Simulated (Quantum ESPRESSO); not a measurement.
**Near-edge structure at the Ti K edge of Ti (Titanium, Im-3m)**

What does one-electron theory with a core hole give for the Ti K edge of Ti (Titanium, Im-3m)?

Main program and level: Quantum ESPRESSO 7.5; X-ray absorption near-edge structure, plane-wave PAW PBEsol, one-electron final states by a Lanczos continued fraction.

Most raw output is cut from this account.

This is not the structure that Ti takes at ambient pressure and room temperature (hexagonal, No. 194); it is a model or a phase of other conditions.

### Step 1. The structure

Symmetry: Im-3m, No. 229, cubic system. Conventional cell: a = 3.282 Å, b = 3.282 Å, c = 3.282 Å, α = 90.00°, β = 90.00°, γ = 90.00°. Nearest to Ti lie 8 Ti at 2.84 Å.

As a file:

```cif
data_structure
_symmetry_space_group_name_H-M 'P 1'
_symmetry_Int_Tables_number 1
_cell_length_a 2.8423
_cell_length_b 2.8423
_cell_length_c 2.8423
_cell_angle_alpha 109.471
_cell_angle_beta 109.471
_cell_angle_gamma 109.471
_cell_volume 17.68
loop_
_atom_site_label
_atom_site_type_symbol
_atom_site_fract_x
_atom_site_fract_y
_atom_site_fract_z
_atom_site_occupancy
Ti1 Ti 0.00000 0.00000 0.00000 1
```

### Step 2. Ground state of the crystal

The ground state comes first: it tells whether the system has a gap, which decides how the excited electron is treated.

The PAW data sets are made with ld1.x, with reconstruction data.

scf.in reads:

```
&control
   calculation='scf', prefix='x', pseudo_dir='../pp', outdir='tmp', tprnfor=.true.
/
&system
   ibrav=0, nat=1, ntyp=1, nbnd=6
   ecutwfc=40, ecutrho=310
   occupations='smearing', smearing='mv', degauss=0.015
/
&electrons
   conv_thr=1.0e-08, electron_maxstep=120
   mixing_beta=0.5
/
ATOMIC_SPECIES
Ti3 1.0 Ti.pbesol-nx-kjpaw.UPF
CELL_PARAMETERS angstrom
  -1.64100000 1.64100000 1.64100000
  1.64100000 -1.64100000 1.64100000
  1.64100000 1.64100000 -1.64100000
ATOMIC_POSITIONS crystal
Ti3  0.00000000 0.00000000 0.00000000
K_POINTS automatic
11 11 11 0 0 0
```

Launch:

```
$ OMP_NUM_THREADS=1 mpirun --oversubscribe --bind-to none -np 4 pw.x -nk 4 -in scf.in > scf.out
```

Wall time 3.1 s (4 MPI ranks of Intel Xeon Platinum 8488C (Sapphire Rapids), shared host); peak memory 0.06 GiB; 11 s of CPU time.

Absorbing atoms carry a label of their own (element plus a letter or digit), as the spectrum program needs them as separate species.

The mesh shows no gap, so the system is treated as a metal and the core electron is put at the Fermi level (neutral cell).

### Step 3. Spectrum without a core hole, Ti atom 1

This cheap baseline ignores the attraction of the hole: it shows the absorber's empty states as they are in the ground state.

The absorber has 8 Ti at 2.84 Å and 6 Ti at 3.28 Å (cube and octahedron, as in bcc, site symmetry m-3m).

xspectra.in reads:

```
&input_xspectra
   calculation='xanes_dipole', edge='K'
   prefix='x', outdir='tmp', xiabs=1, xe0=7.6089
   xonly_plot=.false., x_save_file='xanes.sav'
   xniter=3000, xcheck_conv=20, xerror=0.005
   xcoordcrys=.false., xepsilon(1)=1, xepsilon(2)=0, xepsilon(3)=0
/
&plot
   xnepoint=413, xemin=-10, xemax=45, terminator=.true., cut_occ_states=.true.
   xgamma=0.4
/
&pseudos
   filecore='../Ti.wfc'
/
&cut_occ
   cut_desmooth=0.1, cut_stepl=0.05, cut_stepu=0.05, cut_ierror=1e-5
/
10 10 10 0 0 0
```

Launch:

```
$ OMP_NUM_THREADS=1 mpirun --oversubscribe --bind-to none -np 4 xspectra.x -nk 4 -in xspectra.in > xspectra.out
```

It took 10 s on 4 MPI ranks; peak memory 0.11 GiB; 39 s of CPU time.

The Ti K spectrum, Ti atom 1, no core hole (energy from the energy zero of the input (xe0, at the border of filled and empty states); intensity scaled to a mean of 1 over the first 20 eV; the points at xe0, where the cut of filled states can leave a spike, are interpolated):

```csv
E (eV),intensity
-2.0,0.05
-1.0,0.12
0.0,0.64
1.0,0.47
2.0,0.31
3.0,0.34
4.0,0.42
5.0,0.61
6.0,0.63
7.0,0.54
8.0,0.66
9.0,1.06
10.0,1.19
11.0,1.46
12.0,1.22
13.0,1.67
14.0,1.43
15.0,1.59
16.0,1.89
17.0,1.59
18.0,1.15
19.0,0.94
20.0,0.94
21.0,1.10
22.0,1.45
23.0,1.31
24.0,1.48
25.0,1.18
26.0,1.00
27.0,1.01
28.0,1.21
29.0,1.70
30.0,1.07
31.0,1.34
32.0,1.57
```

Main maxima below 30 eV (height): 0.4 eV (0.87), 6.7 eV (0.65), 13.0 eV (1.68), 15.6 eV (2.25), 16.7 eV (1.96), 22.2 eV (1.52), 23.8 eV (1.53) and 29.1 eV (1.73). A K edge sees empty p states. The weak features of the first eV are p character mixed into the empty d bands; the main 4p edge lies above them.

### Step 4. Another broadening

The final state's lifetime shortens with energy, so measured features broaden above the edge; the saved Lanczos coefficients are redrawn with a width that grows.

xspectra_plot.in reads:

```
&input_xspectra
   calculation='xanes_dipole', edge='K'
   prefix='x', outdir='tmp', xiabs=1, xe0=7.6089
   xonly_plot=.true., x_save_file='xanes.sav'
   xniter=3000, xcheck_conv=20, xerror=0.005
   xcoordcrys=.false., xepsilon(1)=1, xepsilon(2)=0, xepsilon(3)=0
/
&plot
   xnepoint=413, xemin=-10, xemax=45, terminator=.true., cut_occ_states=.true.
   gamma_mode='variable', gamma_energy(1)=4, gamma_energy(2)=25, gamma_value(1)=0.47, gamma_value(2)=4
/
&pseudos
   filecore='../Ti.wfc'
/
&cut_occ
   cut_desmooth=0.1, cut_stepl=0.05, cut_stepu=0.05, cut_ierror=1e-5
/
10 10 10 0 0 0
```

Launch:

```
$ OMP_NUM_THREADS=1 xspectra.x -in xspectra_plot.in > xspectra_plot.out
```

It took 7 s on 1 MPI rank; peak memory 0.1 GiB.

With a Lorentzian half width 0.47 eV up to 4 eV, rising linearly to 4 eV at 25 eV, the maxima are 0.4 eV (0.86) and 15.4 eV (1.47).

### Step 5. Supercell without a hole, the energy reference

The photon energy needs a difference of total energies, so the cell and mesh of the coming hole run are first run without a hole.

scf.in reads:

```
&control
   calculation='scf', prefix='x', pseudo_dir='../pp', outdir='tmp', tprnfor=.true.
/
&system
   ibrav=0, nat=8, ntyp=1, nbnd=20
   ecutwfc=40, ecutrho=310
   occupations='smearing', smearing='mv', degauss=0.015
/
&electrons
   conv_thr=8.0e-08, electron_maxstep=120
   mixing_beta=0.5
/
ATOMIC_SPECIES
Ti 1.0 Ti.pbesol-nx-kjpaw.UPF
CELL_PARAMETERS angstrom
  -3.28200000 3.28200000 3.28200000
  3.28200000 -3.28200000 3.28200000
  3.28200000 3.28200000 -3.28200000
ATOMIC_POSITIONS crystal
Ti   0.00000000 0.00000000 0.00000000
Ti   0.00000000 0.00000000 0.50000000
Ti   0.00000000 0.50000000 0.00000000
Ti   0.50000000 0.00000000 0.00000000
Ti   0.00000000 0.50000000 0.50000000
Ti   0.50000000 0.00000000 0.50000000
Ti   0.50000000 0.50000000 0.00000000
Ti   0.50000000 0.50000000 0.50000000
K_POINTS automatic
6 6 6 0 0 0
```

Launch:

```
$ OMP_NUM_THREADS=1 mpirun --oversubscribe --bind-to none -np 4 pw.x -nk 4 -in scf.in > scf.out
```

Elapsed: 58 s, on 4 MPI ranks; peak memory 0.17 GiB.

Reference energy: -185659.961 eV with the cores included.

### Step 6. The atom with a core hole

The final state has one core electron fewer, so a PAW data set is made for an atom with that hole.

Ti.pbesol-nx-kjpaw-1sch.ld1.in reads:

```
&input
   title='Ti', zed=22., rel=1, iswitch=3, dft='PBESOL',
   config='1s1 2s2 2p6 3s2 3p6 4s2 4p0 3d3'
/
&inputp
   file_pseudopw='Ti.pbesol-nx-kjpaw-1sch.UPF', author='',
   lpaw=.true.,
   pseudotype=3,
   lloc=-1,
   rcloc=2.55,
   which_augfun='PSQ',
   rmatch_augfun_nc=.true.,
   nlcc=.true.,
   new_core_ps=.true.,
   rcore=1.3,
   tm=.true.,
   zval=5,
   lgipaw_reconstruction=.true., use_paw_as_gipaw=.true.
/
6
4S  1  0  2.00  0.00  2.00  2.75  0.0
4S  1  0  0.00  3.00  2.00  2.75  0.0
4P  2  1  0.00  0.00  2.00  2.75  0.0
4P  2  1  0.00  3.00  2.00  2.75  0.0
3D  3  2  3.00  0.00  1.20  2.30  0.0
3D  3  2  0.00  0.30  1.20  2.30  0.0
```

Launch:

```
$ ld1.x < Ti.pbesol-nx-kjpaw-1sch.ld1.in > Ti.pbesol-nx-kjpaw-1sch.ld1.out
```

Run time: 1 s. Hardware: 1 MPI rank; peak memory 0.12 GiB.

Removing the core electron and adding it to the valence shell costs the free atom 4979.2 eV.

### Step 7. Supercell with XCH, Ti atom 1

The holes are 5.7 Å apart. The excited electron is kept in the cell, where it fills the lowest empty states and screens the hole.

Edit scf.in of step 5 so:

```diff
@@ -4,3 +4,3 @@
 &system
-   ibrav=0, nat=8, ntyp=1, nbnd=20
+   ibrav=0, nat=8, ntyp=2, nbnd=21
    ecutwfc=40, ecutrho=310
@@ -13,2 +13,3 @@
 ATOMIC_SPECIES
+Ti0 1.0 Ti.pbesol-nx-kjpaw-1sch.UPF
 Ti 1.0 Ti.pbesol-nx-kjpaw.UPF
@@ -19,3 +20,3 @@
 ATOMIC_POSITIONS crystal
-Ti   0.00000000 0.00000000 0.00000000
+Ti0  0.00000000 0.00000000 0.00000000
 Ti   0.00000000 0.00000000 0.50000000
```

Launch:

```
$ OMP_NUM_THREADS=1 mpirun --oversubscribe --bind-to none -np 4 pw.x -nk 4 -in scf.in > scf.out
```

The job ended after 56 s (4 MPI ranks; peak memory 0.18 GiB).

Energy with the hole: -180682.279 eV, cores included.

### Step 8. Spectrum with XCH, Ti atom 1

The Lanczos recursion gives the spectrum without computing empty bands; each polarisation needs a run of its own on the full k mesh. xe0 is set between filled and empty states, and states below it are cut, here at the Fermi level, which holds the excited electron. The file of filecore holds the core orbital, taken from the hole-free data set.

Edit xspectra.in of step 3 so:

```diff
@@ -2,3 +2,3 @@
    calculation='xanes_dipole', edge='K'
-   prefix='x', outdir='tmp', xiabs=1, xe0=7.6089
+   prefix='x', outdir='tmp', xiabs=1, xe0=7.5657
    xonly_plot=.false., x_save_file='xanes.sav'
@@ -17,2 +17,2 @@
 /
-10 10 10 0 0 0
+5 5 5 0 0 0
```

Launch:

```
$ OMP_NUM_THREADS=1 mpirun --oversubscribe --bind-to none -np 4 xspectra.x -nk 4 -in xspectra.in > xspectra.out
```

The job ended after 46 s (4 MPI ranks; peak memory 0.14 GiB; 3.1 min of CPU time).

The Ti K spectrum, Ti atom 1, excited-electron core hole (neutral cell) (energy from the energy zero of the input (xe0, at the border of filled and empty states); intensity scaled to a mean of 1 over the first 20 eV; the points at xe0, where the cut of filled states can leave a spike, are interpolated):

| E (eV) | intensity |
| --- | --- |
| -2.0 | 0.05 |
| -1.5 | 0.06 |
| -1.0 | 0.10 |
| -0.5 | 0.20 |
| 0.0 | 0.51 |
| 0.5 | 0.68 |
| 1.0 | 0.39 |
| 1.5 | 0.30 |
| 2.0 | 0.33 |
| 2.5 | 0.30 |
| 3.0 | 0.32 |
| 3.5 | 0.35 |
| 4.0 | 0.37 |
| 4.5 | 0.46 |
| 5.0 | 0.63 |
| 5.5 | 0.59 |
| 6.0 | 0.65 |
| 6.5 | 0.65 |
| 7.0 | 0.49 |
| 7.5 | 0.50 |
| 8.0 | 0.69 |
| 8.5 | 0.85 |
| 9.0 | 1.12 |
| 9.5 | 1.13 |
| 10.0 | 1.21 |
| 10.5 | 1.31 |
| 11.0 | 1.53 |
| 11.5 | 1.49 |
| 12.0 | 1.25 |
| 12.5 | 1.57 |
| 13.0 | 1.67 |
| 13.5 | 1.53 |
| 14.0 | 1.41 |
| 14.5 | 1.27 |
| 15.0 | 1.78 |
| 15.5 | 2.29 |
| 16.0 | 1.75 |
| 16.5 | 1.78 |
| 17.0 | 1.44 |
| 17.5 | 1.09 |
| 18.0 | 1.13 |
| 18.5 | 1.19 |
| 19.0 | 0.88 |
| 19.5 | 0.88 |
| 20.0 | 0.99 |
| 20.5 | 1.05 |
| 21.0 | 1.13 |
| 21.5 | 1.15 |
| 22.0 | 1.52 |
| 22.5 | 1.38 |
| 23.0 | 1.41 |
| 23.5 | 1.55 |
| 24.0 | 1.50 |
| 24.5 | 1.28 |
| 25.0 | 1.25 |
| 25.5 | 1.08 |
| 26.0 | 1.04 |
| 26.5 | 1.06 |
| 27.0 | 1.07 |
| 27.5 | 0.98 |
| 28.0 | 1.35 |
| 28.5 | 1.49 |
| 29.0 | 1.83 |
| 29.5 | 1.40 |
| 30.0 | 1.18 |
| 30.5 | 1.31 |
| 31.0 | 1.43 |
| 31.5 | 1.82 |
| 32.0 | 1.56 |

Main maxima below 30 eV (height): 0.4 eV (0.71), 6.0 eV (0.65), 11.2 eV (1.58), 12.8 eV (1.72), 15.4 eV (2.30), 16.7 eV (1.87), 23.6 eV (1.57) and 29.0 eV (1.83). 

The total-energy difference is 4977.68 eV. One term is added: -22.82 eV, since the hole is spin-paired here and a spin-polarised one costs that much less in the free atom (computed apart). The photon energy is then 4954.86 eV. The tabulated edge of the element is 4966 eV. The functional leaves an error in such absolute values: in the free atom PBEsol prices this hole 6.2 eV below PBE (computed apart), and PBE is itself good to a few eV.

### Step 9. Another broadening

Edit xspectra_plot.in of step 4 so:

```diff
@@ -2,3 +2,3 @@
    calculation='xanes_dipole', edge='K'
-   prefix='x', outdir='tmp', xiabs=1, xe0=7.6089
+   prefix='x', outdir='tmp', xiabs=1, xe0=7.5657
    xonly_plot=.true., x_save_file='xanes.sav'
@@ -17,2 +17,2 @@
 /
-10 10 10 0 0 0
+5 5 5 0 0 0
```

Launch:

```
$ OMP_NUM_THREADS=1 xspectra.x -in xspectra_plot.in > xspectra_plot.out
```

It took 2 s on 1 MPI rank; peak memory 0.05 GiB.

With a Lorentzian half width 0.47 eV up to 4 eV, rising linearly to 4 eV at 25 eV, the maxima are 0.4 eV (0.69) and 15.1 eV (1.49).

### Step 10. Quadrupole spectrum with XCH, Ti atom 1

Pre-edge features of transition metals can come from s→d transitions, which the dipole operator misses, so the quadrupole term is computed on the same field.

Changed against the first core-hole run: operator from dipole to quadrupole.

xspectra.in reads:

```
&input_xspectra
   calculation='xanes_quadrupole', edge='K'
   prefix='x', outdir='tmp', xiabs=1, xe0=7.5657
   xonly_plot=.false., x_save_file='xanes.sav'
   xniter=3000, xcheck_conv=20, xerror=0.005
   xcoordcrys=.false., xepsilon(1)=1, xepsilon(2)=0, xepsilon(3)=0
   xkvec(1)=0, xkvec(2)=1, xkvec(3)=0
/
&plot
   xnepoint=226, xemin=-8, xemax=22, terminator=.true., cut_occ_states=.true.
   xgamma=0.4
/
&pseudos
   filecore='../Ti.wfc'
/
&cut_occ
   cut_desmooth=0.1, cut_stepl=0.05, cut_stepu=0.05, cut_ierror=1e-5
/
5 5 5 0 0 0
```

Launch:

```
$ OMP_NUM_THREADS=1 mpirun --oversubscribe --bind-to none -np 4 xspectra.x -nk 4 -in xspectra.in > xspectra.out
```

Wall time 61 s (4 MPI ranks); peak memory 0.14 GiB.

Dipole and quadrupole parts on one scale (eps x, k y):

```
E (eV)  dipole  quadrupole × 20
  -3.0    0.03             0.01
  -2.0    0.05             0.01
  -1.0    0.10             0.02
   0.0    0.51             0.12
   1.0    0.39             0.13
   2.0    0.33             0.16
   3.0    0.32             0.16
   4.0    0.37             0.08
   5.0    0.63             0.04
   6.0    0.65             0.03
   7.0    0.49             0.02
   8.0    0.69             0.03
   9.0    1.12             0.05
  10.0    1.21             0.04
  11.0    1.53             0.04
  12.0    1.25             0.03
  13.0    1.67             0.03
  14.0    1.41             0.02
  15.0    1.78             0.02
  16.0    1.75             0.02
  17.0    1.44             0.02
  18.0    1.13             0.02
  19.0    0.88             0.02
  20.0    0.99             0.03
  21.0    1.13             0.03
  22.0    1.52             0.02
```

### Step 11. Supercell with FCH, Ti atom 1

The holes are 5.7 Å apart. The excited electron is left out and a uniform background balances the charge.

Changed against the first core-hole run: core hole to FCH.

Edit scf.in of step 7 so:

```diff
@@ -4,5 +4,6 @@
 &system
-   ibrav=0, nat=8, ntyp=2, nbnd=21
+   ibrav=0, nat=8, ntyp=2, nbnd=20
    ecutwfc=40, ecutrho=310
    occupations='smearing', smearing='mv', degauss=0.015
+   tot_charge=1
 /
```

Launch:

```
$ OMP_NUM_THREADS=1 mpirun --oversubscribe --bind-to none -np 4 pw.x -nk 4 -in scf.in > scf.out
```

It took 58 s on 4 MPI ranks; peak memory 0.17 GiB; 3.8 min of CPU time.

Energy with the hole: -180689.818 eV, cores included.

### Step 12. Spectrum with FCH, Ti atom 1

Changed against the first core-hole run: core hole to FCH.

xspectra.in reads:

```
&input_xspectra
   calculation='xanes_dipole', edge='K'
   prefix='x', outdir='tmp', xiabs=1, xe0=7.5245
   xonly_plot=.false., x_save_file='xanes.sav'
   xniter=3000, xcheck_conv=20, xerror=0.005
   xcoordcrys=.false., xepsilon(1)=1, xepsilon(2)=0, xepsilon(3)=0
/
&plot
   xnepoint=413, xemin=-10, xemax=45, terminator=.true., cut_occ_states=.true.
   xgamma=0.4
/
&pseudos
   filecore='../Ti.wfc'
/
&cut_occ
   cut_desmooth=0.1, cut_stepl=0.05, cut_stepu=0.05, cut_ierror=1e-5
/
5 5 5 0 0 0
```

Launch:

```
$ OMP_NUM_THREADS=1 mpirun --oversubscribe --bind-to none -np 4 xspectra.x -nk 4 -in xspectra.in > xspectra.out
```

Run time: 49 s. Hardware: 4 MPI ranks; peak memory 0.14 GiB.

```csv
E (eV),first run,this run
-2.0,0.05,0.05
-1.0,0.10,0.12
0.0,0.51,0.60
1.0,0.39,0.46
2.0,0.33,0.34
3.0,0.32,0.32
4.0,0.37,0.37
5.0,0.63,0.62
6.0,0.65,0.65
7.0,0.49,0.51
8.0,0.69,0.67
9.0,1.12,1.08
10.0,1.21,1.19
11.0,1.53,1.49
12.0,1.25,1.22
13.0,1.67,1.67
14.0,1.41,1.43
15.0,1.78,1.59
16.0,1.75,1.86
17.0,1.44,1.62
18.0,1.13,1.12
19.0,0.88,0.92
20.0,0.99,0.99
21.0,1.13,1.14
22.0,1.52,1.43
23.0,1.41,1.37
24.0,1.50,1.50
25.0,1.25,1.26
26.0,1.04,1.03
27.0,1.07,1.06
28.0,1.35,1.27
29.0,1.83,1.75
30.0,1.18,1.18
31.0,1.43,1.34
32.0,1.56,1.64
```

The scaled spectrum changes by 5 % r.m.s. The highest intensity below 24 eV goes from 15.4 eV (2.30) to 15.5 eV (2.28).

The photon energy of the zero moves by -0.01 eV.

### Step 13. What the core hole does

Both curves are counted from their own zero, so only the shift of weight within the empty states shows.

```csv
E (eV),no hole,XCH
-2.0,0.05,0.05
-1.0,0.12,0.10
0.0,0.64,0.51
1.0,0.47,0.39
2.0,0.31,0.33
3.0,0.34,0.32
4.0,0.42,0.37
5.0,0.61,0.63
6.0,0.63,0.65
7.0,0.54,0.49
8.0,0.66,0.69
9.0,1.06,1.12
10.0,1.19,1.21
11.0,1.46,1.53
12.0,1.22,1.25
13.0,1.67,1.67
14.0,1.43,1.41
15.0,1.59,1.78
16.0,1.89,1.75
17.0,1.59,1.44
18.0,1.15,1.13
19.0,0.94,0.88
20.0,0.94,0.99
21.0,1.10,1.13
22.0,1.45,1.52
23.0,1.31,1.41
24.0,1.48,1.50
25.0,1.18,1.25
26.0,1.00,1.04
27.0,1.01,1.07
28.0,1.21,1.35
29.0,1.70,1.83
30.0,1.07,1.18
31.0,1.34,1.43
32.0,1.57,1.56
```

With each curve scaled to its own mean, the area from −2 to 6 eV with the hole is 3.0 against 3.2, and the centre of weight from −1 to 20 eV moves by +0.1 eV (first and strongest maxima below 20 eV: 0.4 eV (0.87), 6.7 eV (0.65), 13.0 eV (1.68), 15.6 eV (2.25) and 16.7 eV (1.96) without the hole, 0.4 eV (0.71), 6.0 eV (0.65), 12.8 eV (1.72), 15.4 eV (2.30) and 16.7 eV (1.87) with it): the near-edge weight falls against the higher-lying part.

### Step 14. Outcome

```
absorber and edge                               : Ti K, atom 1 of the ground-state input (counted from 1)
surroundings                                    : 8 Ti at 2.84 Å and 6 Ti at 3.28 Å (cube and octahedron, as in bcc, site symmetry m-3m)
highest intensity below 24 eV                   : 15.4 eV above the zero, height 2.30
photon energy of the zero, with the added terms : 4954.9 eV (raw 4977.7 eV; PBEsol puts this hole about 6 eV below PBE, itself good to a few eV)
```

What this shows: The Ti K edge of atom 1, with 8 Ti at 2.84 Å and 6 Ti at 3.28 Å (cube and octahedron, as in bcc, site symmetry m-3m), has its highest intensity of the first 24 eV at 15.4 eV above the zero, near 4970 eV in photon energy (PBEsol puts this hole about 6 eV below PBE, itself good to a few eV), 2.3 times the mean level of the first 20 eV (Lorentzian half width 0.4 eV). With each curve scaled to its own mean, the area from −2 to 6 eV with the hole is 3.0 against 3.2, and the centre of weight from −1 to 20 eV moves by +0.1 eV (first and strongest maxima below 20 eV: 0.4 eV (0.87), 6.7 eV (0.65), 13.0 eV (1.68), 15.6 eV (2.25) and 16.7 eV (1.96) without the hole, 0.4 eV (0.71), 6.0 eV (0.65), 12.8 eV (1.72), 15.4 eV (2.30) and 16.7 eV (1.87) with it): the near-edge weight falls against the higher-lying part. The quadrupole part peaks at 0.5 eV with 0.8 % of the dipole spectrum's mean level. Changing the core hole to FCH alters the shape by 5 % r.m.s., so the result is insensitive to this choice. The strongest dipole feature below the main edge lies at 0.4 eV (height 0.71); the site has an inversion centre, so it comes from p states mixed with the neighbours' empty states, not from local p–d mixing. Quadrupole 1s→3d transitions, which feed the pre-edge, are not in the dipole spectrum. The holes are only 5.7 Å apart, so the shape is probably not converged with cell size; no larger cell was run here. Lifetime broadening is put in by hand, and intensities beyond about 20 eV depend on it and on the partial waves. The structure is a published determination, not relaxed.

[Logs are printed without paths, hosts, clocks, repeated set-up lines and the standing remarks that a program may print on its own settings, such as how far it seeks lower states.]

[Hosts, paths, dates, database ids (printed as entryN), source tags and the programs' standing remarks are cut or masked in the printed files.]

[Lists of maxima count a maximum above −3 eV only where it reaches 4 % of the highest in the window and stands out from its surroundings by 2 % of it (1.5 % where it reaches 55 %); shoulders and weaker maxima are passed over, and of the rest the first, up to two pre-edge ones and the few strongest are named.]
